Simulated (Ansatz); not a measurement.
## Preparing HfO2 (P2_1/c) as a host crystal

Aim: the runs on the perfect crystal HfO2 (P2_1/c) that a defect calculation needs first.

Main program and level: Ansatz 0.2.0; plane-wave PAW DFT, r2SCAN; single point of the host's primitive cell on a dense mesh; PAW set soft_1, in the first sound run; inputs show where later runs differ.

### Step 1. The starting structure

It takes space group P2_1/c (No. 14, monoclinic). The conventional cell has a = 5.115 Å, b = 5.181 Å, c = 5.297 Å, α = 90.00°, β = 99.46°, γ = 90.00°. Nearest to Hf lie 7 O at 2.04 to 2.25 Å. Nearest to O lie 4 Hf at 2.14 to 2.25 Å. Nearest to O lie 3 Hf at 2.04 to 2.14 Å. Farther neighbours and most contacts between anions are not listed.

### Step 2. Primitive cell on a dense mesh

A dense mesh gives the host's converged energy, against which the supercell's sampling is tested.

Input file dense/input.yaml:

```yaml
crystal:
  lattice:
    - [5.1147260979, 0.0, 0.004390191]
    - [0.0, 5.1813144564, 0.0]
    - [-0.8752197344, 0.0, 5.2238369214]
  atoms:
    - { symbol: Hf, position: [0.2761773568, 0.4581726843, 0.7082614516] }
    - { symbol: Hf, position: [0.7238226432, 0.9581726843, 0.7917385484] }
    - { symbol: Hf, position: [0.7238226432, 0.5418273157, 0.2917385484] }
    - { symbol: Hf, position: [0.2761773568, 0.0418273157, 0.2082614516] }
    - { symbol: O, position: [0.4479970161, 0.7423715854, 0.9784219858] }
    - { symbol: O, position: [0.5520029839, 0.2423715854, 0.5215780142] }
    - { symbol: O, position: [0.5520029839, 0.2576284146, 0.0215780142] }
    - { symbol: O, position: [0.4479970161, 0.7576284146, 0.4784219858] }
    - { symbol: O, position: [0.0699426678, 0.3334754984, 0.3442631582] }
    - { symbol: O, position: [0.9300573322, 0.8334754984, 0.1557368418] }
    - { symbol: O, position: [0.9300573322, 0.6665245016, 0.6557368418] }
    - { symbol: O, position: [0.0699426678, 0.1665245016, 0.8442631582] }
basis:
  ecutwfc: 500
  xc_grid: 2
hamiltonian:
  xc: r2scan
  pseudopotentials: { kind: paw, azcp: { folder: soft_1 } }
kpoints:
  mp_grid: { grid: [6, 6, 6] }
scf:
  occupations: { method: fermi_dirac, width: 0.01 }
  max_iter: 80
```

The run is started by

```console
> ansatz run input.yaml --threads 10 --pin off --max-ram 37683MiB --backend cpu --events-out ev --progress --plain --runs-dir out
```

Numbers of over 12 decimals in the logs are rounded to 6 here.

The program printed:

```text
Engine: ansatz 0.2.0, x86_64-unknown-linux-gnu
Pseudopotentials: kind: paw
Pseudopotential: Hf, paw, valence charge 26, recommended cutoff 500 eV (meta_gga), soft_1/Hf.paw.azcp
Pseudopotential: O, paw, valence charge 6, recommended cutoff 500 eV (meta_gga), soft_1/O.paw.azcp
Functional definition: r2SCAN
  parameter k0 = 0.174
  parameter k1 = 0.065
  parameter a1 = 4.9479
  exchange = r2scan_x(k0 = k0, k1 = k1, a1 = a1)
  correlation = r2scan_c
Crystal: 12 atoms, lattice volume = 138.457 Å³
Basis set: ecut = 500 eV, 3535 PW (Γ), exchange–correlation on 80×80×80 points (8 copies of the dense FFT grid, shifted against one another)
Bands: 88, of which v1, the nominal top of the filled ones, is band 76 counted from 1 (75 counted from 0)
Symmetry: 4 space group operations
Space group: P21/c (ITA 14), of the structure as read, at distance tolerance 5.2e-5 Å
k-points: 80 of 216
Non-local potential: Hf, projectors of the file, l = 0: 3, l = 1: 2, l = 2: 2, l = 3: 3
Non-local potential: O, projectors of the file, l = 0: 2, l = 1: 2, l = 2: 1
PAW form: soft (Blöchl's): semilocal exchange-correlation on the pseudo side does not see the compensation charge
PAW frozen core: Hf, regenerated for the run's functional (the file was generated under x = pbe(κ = 0.804, μ = 0.219515), c = pbe(β = 0.066725))
PAW frozen core: O, regenerated for the run's functional (the file was generated under x = pbe(κ = 0.804, μ = 0.219515), c = pbe(β = 0.066725))
PAW one-centre angular grid: Hf, 974 points (default); XC on 224 Gauss nodes
PAW one-centre angular grid: O, 302 points (default); XC on 160 Gauss nodes
Initial density: superposition of atomic densities (chi_scale 0.1, normalization cell, long waves kept (reshape's long-wave potential 0.02 eV rms))
Initial wavefunctions: pseudopotential atomic-orbital guess
Functional: x = r2scan, c = r2scan; τ floored in thin density (d = 2e-4 eV/Å³)
SCF iter   1: F=—  HF=-67509.801612 eV  |F-HF|=—  |Δ(HF+E_count)|=         —  Δρ=8.88e-2  dr2=8.45e0  dr2_τ=6.45e-1  ethr=3.10e-3  ⟨swp⟩=6.0  Hψ=21791  notcnv=0  defer=57
preconditioner: auto → Resta (q_TF=auto, 2.771 Å⁻¹)  ε∞=4.7  [insulator: Δε(μ)=3.752 eV  Ē_g=19.609 eV  σ=0.010 eV  W_gap=1.00  n_scr=52 (ndim 8)  ℏωp=37.9 eV  f_vac=0.008  D(μ)=0.00/eV (n_scr^D=0)  ε∞_Penn≈4.7]
SCF iter   2: F=—  HF=-67508.858398 eV  |F-HF|=—  |Δ(HF+E_count)|=   9.43e-1  Δρ=4.47e-2  dr2=2.39e0  dr2_τ=1.63e-1  ethr=3.10e-3  ⟨swp⟩=2.4  Hψ=14776  notcnv=0  defer=475
SCF iter   3: F=—  HF=-67508.787997 eV  |F-HF|=—  |Δ(HF+E_count)|=   7.04e-2  Δρ=2.26e-2  dr2=6.13e-1  dr2_τ=6.56e-2  ethr=1.57e-3  ⟨swp⟩=2.0  Hψ=11850  notcnv=0  defer=475
SCF iter   4: F=—  HF=-67508.613320 eV  |F-HF|=—  |Δ(HF+E_count)|=   1.75e-1  Δρ=7.38e-3  dr2=5.51e-2  dr2_τ=3.74e-3  ethr=4.03e-4  ⟨swp⟩=3.0  Hψ=13615  notcnv=0  defer=475
SCF iter   5: F=—  HF=-67508.637586 eV  |F-HF|=—  |Δ(HF+E_count)|=   2.43e-2  Δρ=3.34e-3  dr2=1.47e-2  dr2_τ=2.15e-3  ethr=3.63e-5  ⟨swp⟩=2.1  Hψ=11873  notcnv=0  defer=475
SCF iter   6: F=—  HF=-67508.634048 eV  |F-HF|=—  |Δ(HF+E_count)|=   3.54e-3  Δρ=6.44e-4  dr2=6.94e-4  dr2_τ=6.41e-5  ethr=9.64e-6  ⟨swp⟩=2.1  Hψ=11874  notcnv=0  defer=475
SCF iter   7: F=—  HF=-67508.634771 eV  |F-HF|=—  |Δ(HF+E_count)|=   7.22e-4  Δρ=4.33e-4  dr2=2.30e-4  dr2_τ=1.48e-5  ethr=4.56e-7  ⟨swp⟩=2.0  Hψ=13277  notcnv=0  defer=479
SCF iter   8: F=—  HF=-67508.634753 eV  |F-HF|=—  |Δ(HF+E_count)|=   1.76e-5  Δρ=1.60e-4  dr2=2.50e-5  dr2_τ=3.31e-6  ethr=1.51e-7  ⟨swp⟩=2.0  Hψ=12641  notcnv=0  defer=479
SCF iter   9: F=—  HF=-67508.634752 eV  |F-HF|=—  |Δ(HF+E_count)|=   1.15e-6  Δρ=6.56e-5  dr2=6.13e-6  dr2_τ=5.39e-7  ethr=1.65e-8  ⟨swp⟩=2.0  Hψ=11777  notcnv=0  defer=479
SCF iter  10: F=—  HF=-67508.634752 eV  |F-HF|=—  |Δ(HF+E_count)|=   8.85e-8  Δρ=1.07e-5  dr2=1.40e-7  dr2_τ=1.72e-8  ethr=4.03e-9  ⟨swp⟩=2.0  Hψ=11330  notcnv=0  defer=479
SCF iter  11: F=-67508.634752 eV  HF=-67508.634752 eV  |F-HF|=8.29e-10  |Δ(HF+E_count)|=   7.96e-8  Δρ=2.43e-6  dr2=7.72e-9  dr2_τ=2.55e-10  ethr=9.11e-11  ⟨swp⟩=3.0  Hψ=13980  notcnv=0
SCF 1 converged in 11 iterations: F = -67508.634752 eV  dr2 = 7.72e-9
  greatest PAW one-centre occupation: 0.999 electrons in one spin orbital (limit 2), on the Hf atom at site 3 (counted from 0), in its partial waves of l = 3
SCF converged after 11 iterations
Free energy (F): -67508.634752 eV
Harris-Foulkes:  -67508.634752 eV  (|F-HF|=8.29e-10)
Internal energy: -67508.634752 eV  (E = F + TS)
E sigma→0 (E₀):  -67508.634752 eV
Fermi energy:    14.892708 eV
--- Per-component energies (eV) ---
  E_band       = -281.800957
  E_kinetic    = 2982.557563
  E_local      = -29581.008560  (includes V_loc(G=0)·N_el)
  E_nonlocal   = 659.179623
  E_hartree    = 14063.596337
  E_xc         = -1578.985210
  E_vxc        = -1943.338304  (∫ρ·V_xc dr)
  E_paw        = -32213.063969  (= ΣΔE_a)
  E_vpaw       = -633.931710  (= ΣTr[D̂ρ^β])
  E_aug_tail   = 0.002523  (compensation charges beyond the density's cutoff)
  E_vtau       = 107.544837  (kinetic-family band-sum trace: ∫τ·v_τ [+ j·A + Jᵃ·Aᵃ] dr)
  E_ewald      = -21841.943747
  E_core_change = 1.030687  (= ΣΔE_core)
  E_smearing   = -0.000000  (= −TS)
  E_closure    = 0.000000  (closes the sum)
  Σ components = -67508.634752   (vs F -67508.634752, Δ=0.00e0)
```

Run time: 9.3 s. Hardware: 10 threads of AMD EPYC 7R13 (Zen 3), shared host; peak memory 1.7 GiB.

Reading the cycles: dr2 is the Hartree energy of the density residual (eV), the measure of convergence; HF is the Harris–Foulkes estimate of the energy, which meets the free energy F at convergence.

### Step 3. Self-consistent run

This step: plane-wave PAW DFT, r2SCAN; single point of the defect-free supercell, a test of its k-points; PAW set soft_1 (Ansatz 0.2.0).

System of this step: HfO2 (P2_1/c). The cell holds 96 atoms: 32 Hf and 64 O. Its edges and angles: a = 10.229 Å, b = 10.363 Å, c = 10.593 Å, α = 90.0°, β = 99.5°, γ = 90.0°.

Input file pristine.sampling/input.yaml:

```yaml
crystal:
  lattice:
    - [10.2294521958, 0.0, 0.0087803821]
    - [0.0, 10.3626289129, 0.0]
    - [-1.7504394689, 0.0, 10.4476738428]
  atoms:
    - { symbol: Hf, position: [0.1380886784, 0.2290863422, 0.3541307258] }
    - { symbol: Hf, position: [0.3619113216, 0.4790863422, 0.3958692742] }
    - { symbol: Hf, position: [0.3619113216, 0.2709136578, 0.1458692742] }
    - { symbol: Hf, position: [0.1380886784, 0.0209136578, 0.1041307258] }
    - { symbol: O, position: [0.223998508, 0.3711857927, 0.4892109929] }
    - { symbol: O, position: [0.276001492, 0.1211857927, 0.2607890071] }
    - { symbol: O, position: [0.276001492, 0.1288142073, 0.0107890071] }
    - { symbol: O, position: [0.223998508, 0.3788142073, 0.2392109929] }
    - { symbol: O, position: [0.0349713339, 0.1667377492, 0.1721315791] }
    - { symbol: O, position: [0.4650286661, 0.4167377492, 0.0778684209] }
    - { symbol: O, position: [0.4650286661, 0.3332622508, 0.3278684209] }
    - { symbol: O, position: [0.0349713339, 0.0832622508, 0.4221315791] }
    - { symbol: Hf, position: [0.1380886784, 0.2290863422, 0.8541307258] }
    - { symbol: Hf, position: [0.3619113216, 0.4790863422, 0.8958692742] }
    - { symbol: Hf, position: [0.3619113216, 0.2709136578, 0.6458692742] }
    - { symbol: Hf, position: [0.1380886784, 0.0209136578, 0.6041307258] }
    - { symbol: O, position: [0.223998508, 0.3711857927, 0.9892109929] }
    - { symbol: O, position: [0.276001492, 0.1211857927, 0.7607890071] }
    - { symbol: O, position: [0.276001492, 0.1288142073, 0.5107890071] }
    - { symbol: O, position: [0.223998508, 0.3788142073, 0.7392109929] }
    - { symbol: O, position: [0.0349713339, 0.1667377492, 0.6721315791] }
    - { symbol: O, position: [0.4650286661, 0.4167377492, 0.5778684209] }
    - { symbol: O, position: [0.4650286661, 0.3332622508, 0.8278684209] }
    - { symbol: O, position: [0.0349713339, 0.0832622508, 0.9221315791] }
    - { symbol: Hf, position: [0.1380886784, 0.7290863422, 0.3541307258] }
    - { symbol: Hf, position: [0.3619113216, 0.9790863422, 0.3958692742] }
    - { symbol: Hf, position: [0.3619113216, 0.7709136578, 0.1458692742] }
    - { symbol: Hf, position: [0.1380886784, 0.5209136578, 0.1041307258] }
    - { symbol: O, position: [0.223998508, 0.8711857927, 0.4892109929] }
    - { symbol: O, position: [0.276001492, 0.6211857927, 0.2607890071] }
[... 60 atom lines left out ...]
    - { symbol: O, position: [0.776001492, 0.6288142073, 0.5107890071] }
    - { symbol: O, position: [0.723998508, 0.8788142073, 0.7392109929] }
    - { symbol: O, position: [0.5349713339, 0.6667377492, 0.6721315791] }
    - { symbol: O, position: [0.9650286661, 0.9167377492, 0.5778684209] }
    - { symbol: O, position: [0.9650286661, 0.8332622508, 0.8278684209] }
    - { symbol: O, position: [0.5349713339, 0.5832622508, 0.9221315791] }
basis:
  ecutwfc: 500
  xc_grid: 2
hamiltonian:
  xc: r2scan
  pseudopotentials: { kind: paw, azcp: { folder: soft_1 } }
kpoints:
  mp_grid: { grid: [1, 1, 1], shift: [0.25, 0.25, 0.25] }
scf:
  occupations: { method: fermi_dirac, width: 0.01 }
  max_iter: 80
```

The run is started by

```console
> ansatz run input.yaml --threads 10 --pin off --max-ram 37683MiB --backend cuda --events-out ev --progress --plain --runs-dir out
```

The program printed:

```text
[...]
device memory: the entry about to start is reckoned to put 7.8 GiB on a device that reports 78.6 GiB free
GPU FFT provider: cuFFT
GPU libraries: cuBLAS 13.8.2, cuFFT 12.4.0, cuSOLVER 12.3.4
Crystal: 96 atoms, lattice volume = 1107.655 Å³
Basis set: ecut = 500 eV, 28081 PW (Γ), exchange–correlation on 150×160×160 points (8 copies of the dense FFT grid, shifted against one another)
Bands: 704, of which v1, the nominal top of the filled ones, is band 608 counted from 1 (607 counted from 0)
Symmetry: 16 space group operations
k-points: 1
[...]
GPU buffer pool allocated for 480000 grid points (all kernels)
GPU transforms: local potential: pruned to the plane-wave sphere, on 75×75×80; band sums: pruned to the plane-wave sphere, on 75×80×80
[...]
SCF iter   1: F=—  HF=-540078.416820 eV  |F-HF|=—  |Δ(HF+E_count)|=         —  Δρ=8.88e-2  dr2=6.76e1  dr2_τ=5.16e0  ethr=3.10e-3  ⟨swp⟩=6.0  Hψ=2116  notcnv=0  defer=70
[...]
SCF iter  11: F=-540069.086995 eV  HF=-540069.086995 eV  |F-HF|=3.91e-7  |Δ(HF+E_count)|=   6.42e-7  Δρ=4.11e-6  dr2=1.43e-7  dr2_τ=2.05e-8  ethr=8.22e-11  ⟨swp⟩=3.0  Hψ=1795  notcnv=0
SCF 1 converged in 11 iterations: F = -540069.086995 eV  dr2 = 1.43e-7
[...]
SCF converged after 11 iterations
Free energy (F): -540069.086995 eV
[...]
Internal energy: -540069.086995 eV  (E = F + TS)
E sigma→0 (E₀):  -540069.086995 eV
Fermi energy:    14.934945 eV
[...]
```

Elapsed: 2.9 s, on 1 × NVIDIA H100 80GB HBM3 with 10 threads; peak memory 1.3 GiB; 3.9 s of CPU time.

Numbers from this step:

```
energy over dense mesh : -9.35e-5 eV/atom
```

(Part 1 of 3 ends here.)

[Logs are printed without paths, hosts, clocks, repeated set-up lines and the standing remarks that a program may print on its own settings, such as how far it seeks lower states.]

[Hosts, paths, dates, database ids (printed as entryN), source tags and the programs' standing remarks are cut or masked in the printed files.]

[Runs of the host that timed out are not shown.]

[For some hosts the program warned that the k-mesh of the response run may be too coarse for force constants and the static dielectric constant; such warnings are not always shown.]
